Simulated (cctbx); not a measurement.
# Which space group?

Cell: a = 4.1560 Å, b = 4.1560 Å, c = 4.1560 Å, α = 90.00°, β = 90.00°, γ = 90.00°. Expected content of the cell: Pb1 Ni3 C1.

The data are simulated with cctbx, not measured: Cu Kα, λ = 1.54184 Å, to d = 0.83 Å, 80 % of the full sphere, strongest reflection 5000 counts, noise from counting, a 2 % proportional error and a noise floor of 2 counts (s.d.); no absorption, some extinction.

A first pass over the reflections prints:

```text
417 reflections to d = 0.831 A
centring   violations  <I/sigma> of those
    A        207 of   207     17.5
    B        203 of   203     17.4
    C        196 of   196     17.6
    I        207 of   207     18.9
    R        285 of   285     19.4
    F        303 of   303     17.5
Laue class    unique    Rint  (classes that these axes allow; Friedel mates merged)
P -1              245   0.024
P 1 2/m 1         149   0.029
P 1 1 2/m         148   0.027
P 2/m 1 1         148   0.028
P m m m            97   0.030
P 4/m              77   0.031
P 4/m m m          58   0.032
R -3 :R            86   0.030
R -3 m :R          58   0.031
P m -3             34   0.032
P m -3 m           26   0.033
space group    extra absences  I>4sigma  <I/sigma>
P 4 3 2                 0          0         -  acentric
P -4 3 m                0          0         -  acentric
P m -3 m                0          0         -  centric
Wilson B = 2.34 A^2   <|E^2-1|> = 0.594 (0.968 centric, 0.736 acentric)   E^2>4: 0.0 %
shell (A)         n   <I/sigma>
 4.16 - 1.19     12     86.5
 1.19 - 0.95      8     65.1
 0.95 - 0.83      6     64.9
```

Q: Read the symmetry from these tables.

Every centring test has many violations, so the lattice is primitive.

Rint stays low (0.024 to 0.033) up to P m -3 m, the highest class in these axes.

3 settings pass the absence test. No glide or screw absences show, which leaves P 4 3 2, P -4 3 m and P m -3 m.

⟨|E²−1|⟩ = 0.594 leans to a non-centrosymmetric structure, or to twinning, which lowers it. Here that hint misleads: the statistic assumes many like atoms on general positions, and few, heavy or special-position atoms break it. The Wilson B of 2.34 Å² means U ≈ 0.0296 Å².

The true group is Pm-3m (no. 221), Laue class m-3m, centrosymmetric. The tables only narrow the choice to the tied entries; cell content, site symmetry and trial solutions must settle it.

This is a model crystal, built by substitution and not relaxed, with assumed displacement parameters.

[Logs are printed without paths, hosts, clocks, repeated set-up lines and the standing remarks that a program may print on its own settings, such as how far it seeks lower states.]
